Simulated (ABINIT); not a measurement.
An input for ABINIT 10.8.3 (BaH2 (P6_3/mmc)):

```
acell 3*1.0 Angstrom
rprim 
  4.462025052349 0.000000000014 0.000000000000
  -2.231012526186 3.864227047650 0.000000000000
  0.000000000000 0.000000000000 6.055292590000
ntypat 2
znucl 56 1
natom 6
typat 1 1 2 2 2 2
xred 
  0.666666666667 0.333333333333 0.750000000000
  0.333333333333 0.666666666667 0.250000000000
  0.333333333333 0.666666666667 0.750000000000
  0.666666666667 0.333333333333 0.250000000000
  -0.000000000000 -0.000000000000 0.500000000000
  -0.000000000000 -0.000000000000 0.000000000000
pp_dirpath "pseudos"
pseudos "Ba.upf, H.upf"
ecut 32
ngkpt 3 3 2
nshiftk 1
shiftk 0 0 0
kptopt 1
chksymbreak 0
iscf -2
irdden 1
istwfk *1
nband 145
nbdbuf 12
tolwfr 1e-09
nstep 60
prtvol 0
indata_prefix "in"
outdata_prefix "out"
tmpdata_prefix "tmp"
```

```sh
OMP_NUM_THREADS=1 mpirun -n 4 abinit run.abi > log
```

Estimate wall time and host memory on 4 MPI ranks of Arm Neoverse V2, shared host.

It took 41 s; on shared hardware allow 20 s to 81 s. Peak host memory was 0.38 GiB.

[Paths, hosts, dates, memory and timing lines, banners, echoed tables and standing remarks are left out of the program output.]

[Logs are printed without paths, hosts, clocks, repeated set-up lines and the standing remarks that a program may print on its own settings, such as how far it seeks lower states.]

[Runs of the session that timed out or met a known fault of the program may be left out.]

[Hosts, paths, dates, database ids (printed as entryN), source tags and the programs' standing remarks are cut or masked in the printed files.]

[G0W0 gaps are taken among the corrected bands and points alone; a level outside them can change the order at an edge.]

[Where Ansatz stands beside ABINIT at settings called matched, ABINIT's density can come from a denser mesh and the files from another edition; pairs whose starting gaps differed by over 0.03 eV were left out, so agreement reads better than it is.]
